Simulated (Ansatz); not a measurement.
# 1T-HfO2 bilayer (AA) in a perpendicular field

What dipole does a perpendicular field induce in the 1T-HfO2 bilayer (AA), and does the gap follow? A positive field points along +c.

Method: plane-wave DFT, PBE-D3(BJ), Ansatz PAW, in Ansatz 0.2.0.

Report form: the programs' logs are mostly left out.

## Step 1: Starting point

The cell holds 6 atoms: 4 O and 2 Hf. Its edges and angles: a = 3.240 Å, b = 3.240 Å, c = 46.837 Å, α = 90.0°, β = 90.0°, γ = 120.0°. Regions: layer 1: 1T-HfO2, 3 atoms (2 O and 1 Hf); layer 2: 1T-HfO2, 3 atoms (2 O and 1 Hf). Vacuum lies along c.

## Step 2: Relaxing the slab

The starting cell is a guess, so the in-plane lattice and the atoms are relaxed first, with the slab cut off from its images along the normal.

input.yaml

```yaml
crystal:
  lattice:
    - [3.24, 0.0, 0.0]
    - [-1.62, 2.8059223083, 0.0]
    - [0.0, 0.0, 46.8371817536]
  atoms:
    - { symbol: O, position: [0.6666666667, 0.3333333333, 0.4152683674] }
    - { symbol: Hf, position: [0.0, 0.0, 0.4421550286] }
    - { symbol: O, position: [0.3333333333, 0.6666666667, 0.4690416898] }
    - { symbol: O, position: [0.6666666667, 0.3333333333, 0.5309583102] }
    - { symbol: Hf, position: [0.0, 0.0, 0.5578449714] }
    - { symbol: O, position: [0.3333333333, 0.6666666667, 0.5847316326] }
  periodic: [true, true, false]
kpoints:
  mp_grid: { grid: [12, 12, 1] }
hamiltonian:
  xc: pbe
  dispersion: d3bj
scf:
  occupations: { method: fermi_dirac, width: 0.05 }
  convergence: { dr2_threshold: 1.0e-09 }
relax:
  f_tol: 0.004
  max_steps: 90
  cell: {}
output:
  write_potential: true
  write_density: true
  volumetric_format: npy
```

Command:

```sh
ansatz run input.yaml --threads 2 --pin off --max-ram 3072MiB --backend cpu --events-out ev --progress --plain --runs-dir out
```

Wall time 3.6 min (2 threads of Arm Neoverse N1, shared host); peak memory 0.8 GiB.

Step by step:

| step | energy less that of the first step (eV) | largest force component (eV/Å) | volume (Å³) |
| --- | --- | --- | --- |
| 1 | 0.0000 | 4.0649 | 425.81 |
| 2 | -2.2264 | 1.4585 | 423.43 |
| 3 | -2.4720 | 0.4013 | 420.84 |
| 4 | -2.5143 | 0.0282 | 427.00 |
| 5 | -2.5119 | 0.0890 | 426.39 |
| 6 | -2.5186 | 0.0538 | 425.93 |
| 7 | -2.5192 | 0.0034 | 426.04 |
| 8 | -2.5192 | 0.0013 | 426.04 |
| 9* | -2.5194 | 0.0013 | 426.04 |

Relaxation steps marked * repeat the geometry before them on a plane-wave basis chosen anew for their cell, so energy and pressure can jump there. Relaxation step 5 was tried and not accepted.

Forces are held to the 12 operations that the run works with; a distortion that breaks them can't arise in this run.

| cell as run | before | after | change |
| --- | --- | --- | --- |
| a (Å) | 3.240 | 3.241 | +0.0 % |
| b (Å) | 3.240 | 3.241 | +0.0 % |

The atoms that moved most (Å, along periodic axes as changes of fractional coordinates times the final cell, across vacuum about the mean position):

| atom | dx | dy | dz | length |
| --- | --- | --- | --- | --- |
| O1 | 0.000 | 0.000 | 0.645 | 0.645 |
| O6 | 0.000 | 0.000 | -0.645 | 0.645 |
| Hf5 | 0.000 | 0.000 | -0.359 | 0.359 |
| Hf2 | 0.000 | 0.000 | 0.359 | 0.359 |
| O4 | 0.000 | 0.000 | -0.072 | 0.072 |
| O3 | 0.000 | 0.000 | 0.072 | 0.072 |

Final coordinates:

```xyz
6
Lattice="3.2409 0.0000 0.0000 -1.6204 2.8067 0.0000 0.0000 0.0000 46.8372" Properties=species:S:1:pos:R:3
O     1.6204    0.9356   20.0950
Hf    0.0000    0.0000   21.0687
O     0.0000    1.8711   22.0405
O     1.6204    0.9356   24.7967
Hf    0.0000    0.0000   25.7685
O     0.0000    1.8711   26.7422
```

Numbers from this step:

- gap on the k-mesh: 4.698 eV

The lattice constant a goes from 3.240 to 3.241 Å.

## Step 3: Single point, field 0, start network

A sawtooth potential applies the field, turning back in the middle of the vacuum. With the dipole correction the typed value is the field outside the slab. The induced dipole is small, so the SCF threshold is tight.

The cell differs from the one that the last finished run ended in (c 46.837 → 24.647 Å).

input.yaml

```yaml
crystal:
  lattice:
    - [3.240899056, 0.0, 0.0]
    - [-1.620449528, 2.8067009136, 0.0]
    - [0.0, 0.0, 24.6472728745]
  atoms:
    - { symbol: O, position: [0.6666666667, 0.3333333333, 0.36515196] }
    - { symbol: Hf, position: [0.0, 0.0, 0.404658956] }
    - { symbol: O, position: [0.3333333333, 0.6666666667, 0.4440859622] }
    - { symbol: O, position: [0.6666666667, 0.3333333333, 0.5559140378] }
    - { symbol: Hf, position: [0.0, 0.0, 0.595341044] }
    - { symbol: O, position: [0.3333333333, 0.6666666667, 0.63484804] }
kpoints:
  mp_grid: { grid: [18, 18, 1] }
  band_path:
    path: [[0, 0, 0], [0.5, 0, 0], [0.33333333, 0.33333333, 0], [0, 0, 0]]
    npoints: 16
hamiltonian:
  xc: pbe
  dispersion: d3bj
scf:
  occupations: { method: fermi_dirac, width: 0.02585 }
  convergence: { dr2_threshold: 1.0e-10 }
efield:
  axis: 3
  dipole_correction: true
  ramp_position: 0.97
  ramp_width: 0.06
  amplitude: 0
output:
  dos: { projected: true, e_range: [-6, 5] }
  bader: true
  write_potential: true
  write_density: true
  volumetric_format: npy
  elf: true
```

Run time: 97 s. Hardware: 2 threads; peak memory 0.69 GiB.

Numbers from this step:

* gap on the k-mesh: 4.683 eV
* dipole along the normal: -1.59e-6 e·Å
* gap along the path: 4.679 eV
* smallest direct gap along the path: 4.905 eV
* ionisation energy, upper face: 7.820 eV
* electron affinity, upper face: 3.141 eV
* gap, the smaller of path and mesh: 4.679 eV

Running mean over a fixed 2.6 Å (it still follows the layers) of the planar mean; the ramp of the sawtooth is left out. Table of electron's electrostatic potential energy less the Fermi level by z:

| z (Å) | electron's electrostatic potential energy less the Fermi level (eV) |
| --- | --- |
| 4 | 5.47 |
| 5 | 5.46 |
| 6 | 5.46 |
| 7 | 5.23 |
| 8 | 1.29 |
| 9 | -5.89 |
| 10 | -10.6 |
| 11 | -5.55 |
| 12 | 0.876 |
| 13 | -1.02 |
| 14 | -7.97 |
| 15 | -9.89 |
| 16 | -3.33 |
| 17 | 3.37 |
| 18 | 5.40 |
| 19 | 5.46 |
| 20 | 5.47 |
| 21 | 5.47 |

The density of states has structure finer than the step of the table below, so its rows give means over 0.5 eV, whole bins alone (the curve runs from -6 to 4.31 eV). Peaks (eV: height): -5.20: 14.7, -3.77: 19.2, -3.60: 14.2, -3.46: 17.4, 2.77: 11.7, 3.59: 19.6, 3.76: 13.0.

Table of density of states by energy, zero at the Fermi level of the run, which the smearing sets inside the gap; means over each step:

energy (eV), density of states (states/eV a cell) and a bar:
```
     -5.5        5.8 ###################
     -5.0        7.4 ########################
     -4.5        2.7 #########
     -4.0        5.3 #################
     -3.5        9.3 ##############################
     -3.0        4.2 ##############
     -2.5        5.8 ###################
     -2.0        0.0 
     -1.5        0.0 
     -1.0        0.0 
     -0.5        0.0 
      0.0        0.0 
      0.5        0.0 
      1.0        0.0 
      1.5        0.0 
      2.0        0.0 
      2.5        4.4 ##############
      3.0        4.7 ###############
      3.5        5.8 ##################
      4.0        4.6 ###############
```

Projected DOS per atom over height of the atomic layer and energy from the Fermi level. Layers: O Hf O O Hf O from below.

Ten even steps from '_' (0.00 states/eV) to '@' (2.83 states/eV), each cell a mean:
```
__**____**__
..@@....@@..
__==____==__
__@@____@@__
____________
____________
____________
____________
____________
____________
____________
____________
____________
____________
==__====__==
--__----__--
**..****..**
++..====..++
..__....__..
--..----..--
++--++++--++
==--====--==
```
Columns: height of the atomic layer (Å) from 9 to 15.6 (not evenly spaced); rows upwards: energy from the Fermi level (eV) from -5.96 to 4.3.

Electronic bands along the path, in eV, zero at the Fermi level of the run, which the smearing sets inside the gap:

| point | band 35 | band 36 | band 37 | band 38 | band 39 | band 40 | band 41 | band 42 |
| --- | --- | --- | --- | --- | --- | --- | --- | --- |
| Γ | -2.63 | -2.63 | -2.60 | -2.60 | 2.73 | 2.73 | 2.77 | 2.77 |
| halfway | -3.24 | -3.18 | -2.54 | -2.41 | 2.53 | 2.68 | 3.84 | 3.87 |
| M | -3.39 | -3.32 | -2.95 | -2.65 | 2.32 | 2.52 | 3.60 | 3.76 |
| halfway | -3.59 | -3.45 | -2.94 | -2.79 | 2.53 | 2.81 | 3.62 | 3.75 |
| K | -3.45 | -3.45 | -3.15 | -2.99 | 2.47 | 2.86 | 3.97 | 3.97 |
| halfway | -3.66 | -3.61 | -2.42 | -2.38 | 3.08 | 3.11 | 3.21 | 3.37 |
| Γ | -2.63 | -2.63 | -2.60 | -2.60 | 2.73 | 2.73 | 2.77 | 2.77 |

Electrostatic potential energy in the ca plane at fractional y = 0.000, with atoms of Hf within 0.2 Å of it. With pseudopotentials it is smooth inside the atoms' cores, unlike the true potential.

Values in eV, 5 rows by 16 columns, each cell a mean:
```
  7   7   7   7   7   7   5  -5 -36 -22   3   4 -15 -37 -12   5
  7   7   7   7   7   7   6   2 -10  -4   5   6  -1 -11   0   6
  7   7   7   7   7   7   7   4  -1   1   6   6   2  -1   2   6
  7   7   7   7   7   7   6   0 -19  -9   5   5  -4 -21  -3   6
  7   7   7   7   7   7   5  -7 -37 -25   2   4 -18 -37 -15   5
```
Columns run along c (16.0 Å, from fractional 0.06 to 0.71 of the cell; values clipped at the 3rd and 97th percentile), rows up along a (3.2 Å). Atoms in or near the plane, at fractional coordinates: Hf at (0.40, 0.00), Hf at (0.60, 0.00).

Valence density in the ca plane at fractional y = 0.000, with atoms of Hf within 0.2 Å of it. It is the smooth field of the valence electrons, not physical close to the nuclei.

Ten steps, logarithmic in the rise over the least value, from '0' (0 e/Å³) to '9' (27 e/Å³), each cell a mean:
```
00000000000000000000037997300000003799730000
00000000000000000000014664100000001466410000
00000000000000000000111221110000011122111000
00000000000000000000111111110000011111111000
00000000000000000000111111110000011111111000
00000000000000000000112332110000011233211000
00000000000000000000025775200000002577520000
00000000000000000000037997400000003799730000
```
Columns run along c (16.0 Å, from fractional 0.06 to 0.71 of the cell), rows up along a (3.2 Å). Atoms in or near the plane, at fractional coordinates: Hf at (0.40, 0.00), Hf at (0.60, 0.00).

ELF in the ca plane at fractional y = 0.000, with atoms of Hf within 0.2 Å of it. It is the smooth field of the valence electrons, not physical close to the nuclei.

Ten even steps from '0' (0.00) to '9' (0.83), each cell a mean:
```
00000000000000000000039999400000004999940000
00000000000000000001114774111000111477411100
00000000000000000024542112454101454211245421
00000000000000000136774114775101577411477631
00000000000000000135763113675101576311367531
00000000000000000013322332232000232233223310
00000000000000000000027997200000002799720000
00000000000000000000049999500000004999940000
```
Columns run along c (16.0 Å, from fractional 0.06 to 0.71 of the cell), rows up along a (3.2 Å). Atoms in or near the plane, at fractional coordinates: Hf at (0.40, 0.00), Hf at (0.60, 0.00).

The gap is 4.68 eV, with the valence edge 7.82 eV and the conduction edge 3.14 eV under the upper vacuum level. Spin-orbit coupling, left out in this run, matters for the bands of elements this heavy.

## Step 4: Atoms held, field 0.1 V/Å

Edit input.yaml of step 3 so:

```diff
@@ -26,8 +26,6 @@
   dipole_correction: true
-  ramp_position: 0.97
-  ramp_width: 0.06
-  amplitude: 0
+  ramp_position: 0.9382
+  ramp_width: 0.1236
+  amplitude: 0.1
 output:
-  dos: { projected: true, e_range: [-6, 5] }
-  bader: true
   write_potential: true
@@ -35,2 +33 @@
   volumetric_format: npy
-  elf: true
```

The job ended after 71 s (2 threads; peak memory 0.67 GiB; 2.4 min of CPU time).

The dipole is 0.0295 e·Å, and the gap 4.594 eV.

## Step 5: Single point, field -0.1 V/Å

Edit input.yaml of step 4 so:

```diff
@@ -28,3 +28,3 @@
   ramp_width: 0.1236
-  amplitude: 0.1
+  amplitude: -0.1
 output:
```

Elapsed: 71 s, on 2 threads; peak memory 0.67 GiB.

The dipole is -0.0295 e·Å, and the gap 4.594 eV.

## Step 6: Atoms held, field 0.5 V/Å

Edit input.yaml of step 5 so:

```diff
@@ -26,5 +26,5 @@
   dipole_correction: true
-  ramp_position: 0.9382
-  ramp_width: 0.1236
-  amplitude: -0.1
+  ramp_position: 0.8719
+  ramp_width: 0.2562
+  amplitude: 0.5
 output:
```

It took 74 s on 2 threads; peak memory 0.67 GiB; 2.5 min of CPU time.

The dipole is 0.147 e·Å, and the gap 3.916 eV.

## Step 7: Atoms held, field -0.3 V/Å

Edit input.yaml of step 6 so:

```diff
@@ -26,6 +26,8 @@
   dipole_correction: true
-  ramp_position: 0.8719
-  ramp_width: 0.2562
-  amplitude: 0.5
+  ramp_position: 0.9353
+  ramp_width: 0.1295
+  amplitude: -0.3
 output:
+  dos: { projected: true, e_range: [-6, 5] }
+  bader: true
   write_potential: true
@@ -33 +35,2 @@
   volumetric_format: npy
+  elf: true
```

It took 1.8 min on 2 threads; peak memory 0.67 GiB.

The dipole is -0.0884 e·Å, and the gap 4.267 eV.

## Step 8: Response, atoms held

This step: plane-wave DFT, PBE-D3(BJ), Ansatz PAW; response to a field along the normal, atoms held (Ansatz 0.2.0).

The dipoles give the slope, and the difference of two potentials shows where the field is screened.

Numbers from this step:

| Property | Result |
| --- | --- |
| equivalent conductor thickness p/(ε₀AE) | 5.861 Å |
| distance between the outer atoms | 6.647 Å |

Table of dipole of the cell by applied field:

| applied field (V/Å) | dipole of the cell (e·Å) |
| --- | --- |
| -0.300 | -0.0884 |
| -0.100 | -0.0295 |
| 0.000 | -1.6e-6 |
| 0.100 | 0.0295 |
| 0.500 | 0.147 |

Local field over the applied field, running mean. From the potentials at -0.1 and 0.1 V/Å; running mean over 2.5 Å. The local field over applied field by z:

z (Å), local field over applied field and a bar from the least value:
```
        5      0.999 ##############################
        6      0.991 ##############################
        7      0.916 ###########################
        8      0.659 #################
        9      0.341 #####
       10      0.196 
       11      0.348 ######
       12      0.546 #############
       13      0.500 ###########
       14      0.265 ###
       15      0.211 #
       16      0.448 #########
       17      0.764 #####################
       18      0.960 #############################
       19      0.996 ##############################
       20      1.000 ##############################
```

Electrons, planar mean, per unit field. Induced electron density against z:

| z (Å) | induced electron density (e/Å³ per V/Å) |
| --- | --- |
| 4.5 | 5.9e-7 |
| 5.0 | 2.3e-6 |
| 5.5 | 8.8e-6 |
| 6.0 | 3.3e-5 |
| 6.5 | 1.2e-4 |
| 7.0 | 3.9e-4 |
| 7.5 | 0.00117 |
| 8.0 | 0.00277 |
| 8.5 | 0.00322 |
| 9.0 | 0.00126 |
| 9.5 | 6.7e-4 |
| 10.0 | -4.4e-5 |
| 10.5 | -8.9e-4 |
| 11.0 | -0.00118 |
| 11.5 | -0.00323 |
| 12.0 | -0.00176 |
| 12.5 | 9.7e-4 |
| 13.0 | 0.00321 |
| 13.5 | 0.00144 |
| 14.0 | 0.00143 |
| 14.5 | 1.7e-4 |
| 15.0 | -3.2e-4 |
| 15.5 | -0.00156 |
| 16.0 | -0.00235 |
| 16.5 | -0.00325 |
| 17.0 | -0.00155 |
| 17.5 | -5.5e-4 |
| 18.0 | -1.7e-4 |
| 18.5 | -4.9e-5 |
| 19.0 | -1.3e-5 |
| 19.5 | -3.4e-6 |
| 20.0 | -8.4e-7 |
| 20.5 | -2.0e-7 |

The smaller of the gaps on the path and on the k-mesh, counted as 0 under 0.03 eV; in a wide-gap layer a fall can come from a state in the tilted vacuum. Gap against applied field:

| applied field (V/Å) | gap (eV) |
| --- | --- |
| -0.300 | 4.27 |
| -0.100 | 4.59 |
| 0.000 | 4.68 |
| 0.100 | 4.59 |
| 0.500 | 3.92 |

By hand: between -0.1 and 0.1 V/Å the dipole changes by 0.05892 e·Å, a slope of 0.2946 e·Å²/V. A perfect conductor of thickness t has p = ε₀AEt, so t = 180.95 × 0.2946 / 9.096 = 5.86 Å (e/ε₀ = 180.95 V·Å, A in Å²).

The induced dipole is that of a conductor 5.86 Å thick.

## Step 9: Relaxing in the field, field 0.1 V/Å

This step: plane-wave DFT, PBE-D3(BJ), Ansatz PAW (Ansatz 0.2.0).

Now the atoms may follow the field. A weak field makes forces of meV/Å to tens of meV/Å, so the force tolerance is set well below the usual one.

input.yaml, the sections that differ from step 7:

```yaml
kpoints:
  mp_grid: { grid: [12, 12, 1] }
efield:
  axis: 3
  dipole_correction: true
  ramp_position: 0.9382
  ramp_width: 0.1236
  amplitude: 0.1
relax:
  f_tol: 0.001
  max_steps: 60
output:
  write_potential: true
  write_density: true
  volumetric_format: npy
# crystal, hamiltonian, scf: as in step 7
```

Wall time 74 s (2 threads); peak memory 0.51 GiB.

Hardly anything moved in the relaxation; the energy changed by under 0.2 meV an atom.

This step gave:

| Property | Result |
| --- | --- |
| gap on the k-mesh | 4.645 eV |
| dipole along the normal | 0.03555 e·Å |

The relaxation took 5 steps and lowered the energy by 3.1e-4 eV; the largest force on the free atoms ends at 1.2e-4 eV/Å.

The dipole is 0.0356 e·Å, and the gap on the mesh 4.645 eV.

## Step 10: Relaxing in the field, field -0.1 V/Å

The opposite sign, again from the field-free geometry; the difference of the two cancels what relaxes without a field.

Edit input.yaml of step 9 so:

```diff
@@ -25,3 +25,3 @@
   ramp_width: 0.1236
-  amplitude: 0.1
+  amplitude: -0.1
 relax:
```

Wall time 74 s (2 threads); peak memory 0.51 GiB; 2.4 min of CPU time.

[end of part 1 of 2]

[Logs are printed without paths, hosts, clocks, repeated set-up lines and the standing remarks that a program may print on its own settings, such as how far it seeks lower states.]

[Hosts, paths, dates, database ids (printed as entryN), source tags and the programs' standing remarks are cut or masked in the printed files.]

[Maps of the electrostatic potential energy from Ansatz leave out the sawtooth potential of an applied field or a dipole correction, so their vacuum need not be flat; planar profiles and work functions include it.]

[The density of states shown here was stored with 400 of the rows of the run's finer table, so its peaks can read low, often by over a quarter, or be missed, and its means over a window can be off by a tenth or more.]
